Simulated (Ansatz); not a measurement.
# Ca3AsCl2F: complex band structure, part 2 of 2

A new crystal, Ca3AsCl2F: structure, gap and complex bands. It is built by putting F for part of the Cl in the Ca3AsCl3 structure of space group Pm-3m, with the volume rescaled by atomic radii. The parent structure comes from the Materials Project.

Ansatz 0.2.0; PBE DFT, plane waves, PAW files (the session's first sound run).

So far, gap on the k-mesh (eV): step 3 (the bulk crystal and its band edges, PBE) 1.91; step 7 (PBEsol) 1.85.

The structure was built from a prototype and need not be the compound's stable phase.

## 8. Complex bands at another level

This step: PBEsol DFT, plane waves, PAW files; complex bands by layer matching along the plane's normal (Ansatz 0.2.0).

The complex bands at that level, over its own gap, at (0, 0) and (0.5, 0).

Contents of input.yaml:

```yaml
crystal:
  lattice:
    - [5.58909349, 0.0, 0.0]
    - [0.0, 5.58909349, 0.0]
    - [0.0, 0.0, 5.823653465]
  atoms:
    - { symbol: Ca, position: [0.0, 0.5, 0.0] }
    - { symbol: Ca, position: [0.0, 0.0, 0.5] }
    - { symbol: Ca, position: [0.5, 0.0, 0.0] }
    - { symbol: As, position: [0.0, 0.0, 0.0] }
    - { symbol: F, position: [0.5, 0.5, 0.0] }
    - { symbol: Cl, position: [0.0, 0.5, 0.5] }
    - { symbol: Cl, position: [0.5, 0.0, 0.5] }
kpoints:
  mp_grid: { grid: [4, 4, 4] }
scf:
  occupations: { method: fixed }
hamiltonian:
  xc: pbesol
output:
  eigenvalues: true
  transmission:
    leads: [[0, 0]]
    kpoints: [[0.0, 0.0], [0.5, 0.0]]
    e_range: [-1.0, 2.85]
    de: 0.08
```

On the command line:

```sh
> ansatz run input.yaml --threads 2 --pin off --max-ram 4096MiB --backend cpu --events-out ev --progress --plain --runs-dir out
```

It took 56 s on 2 threads of Arm Neoverse V1, shared host; peak memory 0.93 GiB.

This step gave:

| Item | Value |
| --- | --- |
| level to which the leads are filled | 0.9226 eV from the Fermi level |
| decay constant at the filling level, zone centre | 0.1751 Å⁻¹ |
| decay constant at the filling level, slowest listed point | 0.1751 Å⁻¹ |

K parallel (0, 0); values up to 1.5 1/Å, a degenerate pair printed once or twice; energies at which all values exceed this have no row. The Im kz of the slowest decaying states by energy, zero at the highest filled level on the SCF mesh:

```csv
energy (eV),decay 1 (Å⁻¹),decay 2 (Å⁻¹),decay 3 (Å⁻¹),decay 4 (Å⁻¹)
-1.00,0.417,0.459,0.480,0.744
-0.84,0.354,0.459,0.480,0.746
-0.68,0.273,0.459,0.479,0.747
-0.52,0.148,0.459,0.477,0.747
-0.36,0.458,0.475,0.745,0.862
-0.20,0.456,0.472,0.743,0.852
-0.04,0.454,0.469,0.739,0.841
0.04,0.0478,0.0809,0.452,0.467
0.20,0.101,0.163,0.449,0.462
0.36,0.129,0.198,0.446,0.457
0.52,0.148,0.215,0.442,0.452
0.68,0.162,0.223,0.437,0.445
0.84,0.172,0.223,0.432,0.438
1.00,0.178,0.217,0.427,0.430
1.16,0.181,0.205,0.421,0.421
1.32,0.182,0.187,0.411,0.414
1.48,0.162,0.179,0.400,0.407
1.64,0.125,0.173,0.388,0.399
1.80,0.0606,0.163,0.375,0.390
1.88,0.156,0.367,0.373,0.386
2.04,0.135,0.262,0.351,0.376
2.20,0.0983,0.333,0.366,0.562
2.36,0.313,0.355,0.534,0.583
2.52,0.0564,0.291,0.344,0.506
2.68,0.166,0.268,0.331,0.479
2.84,0.191,0.245,0.317,0.453
```

K parallel (0, 0). Table of Re kz of states that move upwards by energy, zero at the highest filled level on the SCF mesh:

```csv
energy (eV),channel 1 (Å⁻¹),channel 2 (Å⁻¹),channel 3 (Å⁻¹),channel 4 (Å⁻¹)
-1.00,-0.324,-,-,-
-0.84,-0.279,-,-,-
-0.68,-0.237,-,-,-
-0.52,-0.197,-,-,-
-0.36,-0.350,-0.350,-0.157,-
-0.20,-0.218,-0.218,-0.111,-
-0.04,-0.0856,-0.0856,-0.0470,-
0.04,-,-,-,-
0.20,-,-,-,-
0.36,-,-,-,-
0.52,-,-,-,-
0.68,-,-,-,-
0.84,-,-,-,-
1.00,-,-,-,-
1.16,-,-,-,-
1.32,-,-,-,-
1.48,-,-,-,-
1.64,-,-,-,-
1.80,-,-,-,-
1.88,0.0540,0.0540,-,-
2.04,0.131,0.131,-,-
2.20,0.0963,0.181,0.181,-
2.36,0.0478,0.224,0.224,0.320
2.52,0.138,0.262,0.262,-
2.68,0.204,0.298,0.298,-
2.84,0.269,0.333,0.333,-
```

K parallel (0.5, 0); values up to 1.5 1/Å, a degenerate pair printed once or twice; energies at which all values exceed this have no row. Table of Im kz of the slowest decaying states by energy, zero at the highest filled level on the SCF mesh:

| energy (eV) | decay 1 (Å⁻¹) | decay 2 (Å⁻¹) | decay 3 (Å⁻¹) | decay 4 (Å⁻¹) |
| --- | --- | --- | --- | --- |
| -1.0000 | 0.305 | 0.444 | 0.522 | 0.728 |
| -0.7600 | 0.112 | 0.475 | 0.522 | 0.729 |
| -0.5200 | 0.491 | 0.522 | 0.728 | 0.731 |
| -0.2800 | 0.106 | 0.156 | 0.499 | 0.520 |
| -0.0400 | 0.209 | 0.216 | 0.502 | 0.518 |
| 0.2800 | 0.250 | 0.264 | 0.500 | 0.515 |
| 0.5200 | 0.269 | 0.276 | 0.495 | 0.512 |
| 0.7600 | 0.275 | 0.282 | 0.487 | 0.510 |
| 1.0000 | 0.264 | 0.290 | 0.477 | 0.508 |
| 1.2400 | 0.244 | 0.294 | 0.464 | 0.508 |
| 1.4800 | 0.214 | 0.295 | 0.448 | 0.513 |
| 1.7200 | 0.169 | 0.292 | 0.430 | 0.526 |
| 1.9600 | 0.0910 | 0.285 | 0.409 | 0.509 |
| 2.2800 | 0.272 | 0.375 | 0.485 | 0.577 |
| 2.5200 | 0.256 | 0.344 | 0.464 | 0.585 |
| 2.7600 | 0.237 | 0.306 | 0.442 | 0.520 |

At the listed wavevectors the last open channel is at -0.04 eV and the next at +1.88 eV on the grid. At +0.92 eV, the grid energy nearest the filling level (the middle of the gap on the SCF mesh), the slowest state at the listed wavevectors decays with κ = 0.175 Å⁻¹, its amplitude falling by e over 5.7 Å; the first such run, plane (001), gave 0.180 Å⁻¹.

## 9. A repeat with changed settings

This step: PBE DFT, plane waves, PAW files; complex bands by layer matching along the plane's normal; changed: crystal.symmetry = {"detect": false}, hamiltonian.dispersion = "d4" (Ansatz 0.2.0).

This run repeats an earlier one, its twin (the complex run, plane (001)), with two settings changed (crystal.symmetry.detect, hamiltonian.dispersion; files written aside). It is meant to test whether the numerical route changes the result or only the time and that a pairwise dispersion term, which adds to the energy and not to the potential, leaves the transmission of fixed atoms as it is. Where the input is shown as a difference, that is against the step before, not the twin.

Edit input.yaml of step 8 so:

```diff
@@ -13,2 +13,3 @@
     - { symbol: Cl, position: [0.5, 0.0, 0.5] }
+  symmetry: { detect: false }
 kpoints:
@@ -18,3 +19,4 @@
 hamiltonian:
-  xc: pbesol
+  xc: pbe
+  dispersion: d4
 output:
@@ -24,3 +26,3 @@
     kpoints: [[0.0, 0.0], [0.5, 0.0]]
-    e_range: [-1.0, 2.85]
+    e_range: [-1.0, 2.91]
     de: 0.08
```

Run time: 65 s. Hardware: 2 threads; peak memory 0.93 GiB.

Numbers from this step:

- free energy: -13287.6631 eV
- Fermi energy: 5.136 eV
- gap on the k-mesh: 1.909 eV
- level to which the leads are filled: 0.9543 eV from the Fermi level
- decay constant at the filling level, zone centre: 0.1796 Å⁻¹
- decay constant at the filling level, slowest listed point: 0.1796 Å⁻¹

K parallel (0, 0); values up to 1.5 1/Å, a degenerate pair printed once or twice; energies at which all values exceed this have no row. The Im kz of the slowest decaying states by energy, zero at the highest filled level on the SCF mesh:

```csv
energy (eV),decay 1 (Å⁻¹),decay 2 (Å⁻¹),decay 3 (Å⁻¹),decay 4 (Å⁻¹)
-1.0000,0.424,0.464,0.485,0.751
-0.7600,0.325,0.465,0.485,0.754
-0.5200,0.165,0.464,0.483,0.753
-0.2800,0.462,0.479,0.750,0.863
-0.0400,0.459,0.474,0.745,0.847
0.2800,0.119,0.188,0.453,0.466
0.5200,0.152,0.222,0.447,0.457
0.7600,0.171,0.231,0.440,0.448
1.0000,0.183,0.226,0.432,0.436
1.2400,0.188,0.208,0.422,0.423
1.4800,0.176,0.187,0.408,0.412
1.7200,0.123,0.179,0.39,0.400
1.9600,0.162,0.363,0.369,0.387
2.2800,0.109,0.333,0.367,0.558
2.5200,0.300,0.349,0.515,0.569
2.7600,0.184,0.264,0.330,0.474
```

K parallel (0, 0). Table of Re kz of states that move upwards by energy, zero at the highest filled level on the SCF mesh:

```
energy (eV)  channel 1 (Å⁻¹)  channel 2 (Å⁻¹)  channel 3 (Å⁻¹)  channel 4 (Å⁻¹)
    -1.0000           -0.329                -                -                -
    -0.7600           -0.261                -                -                -
    -0.5200           -0.200                -                -                -
    -0.2800           -0.288           -0.288           -0.137                -
    -0.0400          -0.0878          -0.0878          -0.0462                -
     0.2800                -                -                -                -
     0.5200                -                -                -                -
     0.7600                -                -                -                -
     1.0000                -                -                -                -
     1.2400                -                -                -                -
     1.4800                -                -                -                -
     1.7200                -                -                -                -
     1.9600           0.0669           0.0669                -                -
     2.2800            0.154            0.189            0.189                -
     2.5200           0.0877            0.251            0.251            0.460
     2.7600            0.200            0.306            0.306                -
```

K parallel (0.5, 0); values up to 1.5 1/Å, a degenerate pair printed once or twice; energies at which all values exceed this have no row. Table of Im kz of the slowest decaying states by energy, zero at the highest filled level on the SCF mesh:

| energy (eV) | decay 1 (Å⁻¹) | decay 2 (Å⁻¹) | decay 3 (Å⁻¹) | decay 4 (Å⁻¹) |
| --- | --- | --- | --- | --- |
| -1.00 | 0.317 | 0.446 | 0.524 | 0.736 |
| -0.84 | 0.219 | 0.470 | 0.524 | 0.737 |
| -0.68 | 0.485 | 0.524 | 0.736 | 0.747 |
| -0.52 | 0.494 | 0.523 | 0.735 | 0.742 |
| -0.36 | 0.125 | 0.501 | 0.522 | 0.732 |
| -0.20 | 0.160 | 0.175 | 0.504 | 0.521 |
| -0.04 | 0.208 | 0.219 | 0.506 | 0.519 |
| 0.04 | 0.220 | 0.237 | 0.506 | 0.518 |
| 0.20 | 0.241 | 0.262 | 0.505 | 0.516 |
| 0.36 | 0.257 | 0.276 | 0.503 | 0.514 |
| 0.52 | 0.269 | 0.282 | 0.499 | 0.512 |
| 0.68 | 0.279 | 0.283 | 0.495 | 0.510 |
| 0.84 | 0.280 | 0.286 | 0.489 | 0.508 |
| 1.00 | 0.273 | 0.292 | 0.482 | 0.506 |
| 1.16 | 0.261 | 0.295 | 0.473 | 0.504 |
| 1.32 | 0.246 | 0.297 | 0.464 | 0.503 |
| 1.48 | 0.226 | 0.297 | 0.454 | 0.504 |
| 1.64 | 0.200 | 0.296 | 0.442 | 0.508 |
| 1.80 | 0.166 | 0.293 | 0.429 | 0.526 |
| 1.88 | 0.145 | 0.292 | 0.423 | 0.521 |
| 2.04 | 0.0804 | 0.287 | 0.408 | 0.509 |
| 2.20 | 0.280 | 0.391 | 0.497 | 0.585 |
| 2.36 | 0.272 | 0.373 | 0.484 | 0.573 |
| 2.52 | 0.262 | 0.352 | 0.470 | 0.568 |
| 2.68 | 0.251 | 0.328 | 0.455 | 0.556 |
| 2.84 | 0.237 | 0.301 | 0.440 | 0.510 |

The least decay constant is 0.180 Å⁻¹ against 0.180 Å⁻¹ in the twin: no change within 1 %.

## 10. Summary of results

```yaml
band_gap: 1.91 eV
least_decay_constant_at_mid_gap_normal_to_001: 0.180 Å⁻¹
least_decay_constant_at_mid_gap_normal_to_100: 0.192 Å⁻¹
least_decay_constant_on_a_mesh_normal_to_001: 0.181 Å⁻¹
least_decay_constant_pbesol: 0.175 Å⁻¹
```

**Reading.** With PBE, the slowest decay at the wavevectors tried is κ = 0.180 Å⁻¹, normal to (001). Through such a film the transmission near mid-gap falls as exp(−2κd), a factor of ten every 6.4 Å. The directions tried decay at nearly the same rate. A free electron under a barrier of half the gap would need a mass of 0.13 mₑ to decay at this rate. With PBEsol the gap goes from 1.91 to 1.85 eV and the decay constant, over the first 2 listed wavevectors, from 0.180 to 0.175 Å⁻¹. The compound is made up by substitution; its stability against other phases and against distortions of the cell's symmetry was not tested. A semilocal functional narrows gaps, so real decay constants are likely larger.

[Logs are printed without paths, hosts, clocks, repeated set-up lines and the standing remarks that a program may print on its own settings, such as how far it seeks lower states.]

[Hosts, paths, dates, database ids (printed as entryN), source tags and the programs' standing remarks are cut or masked in the printed files.]
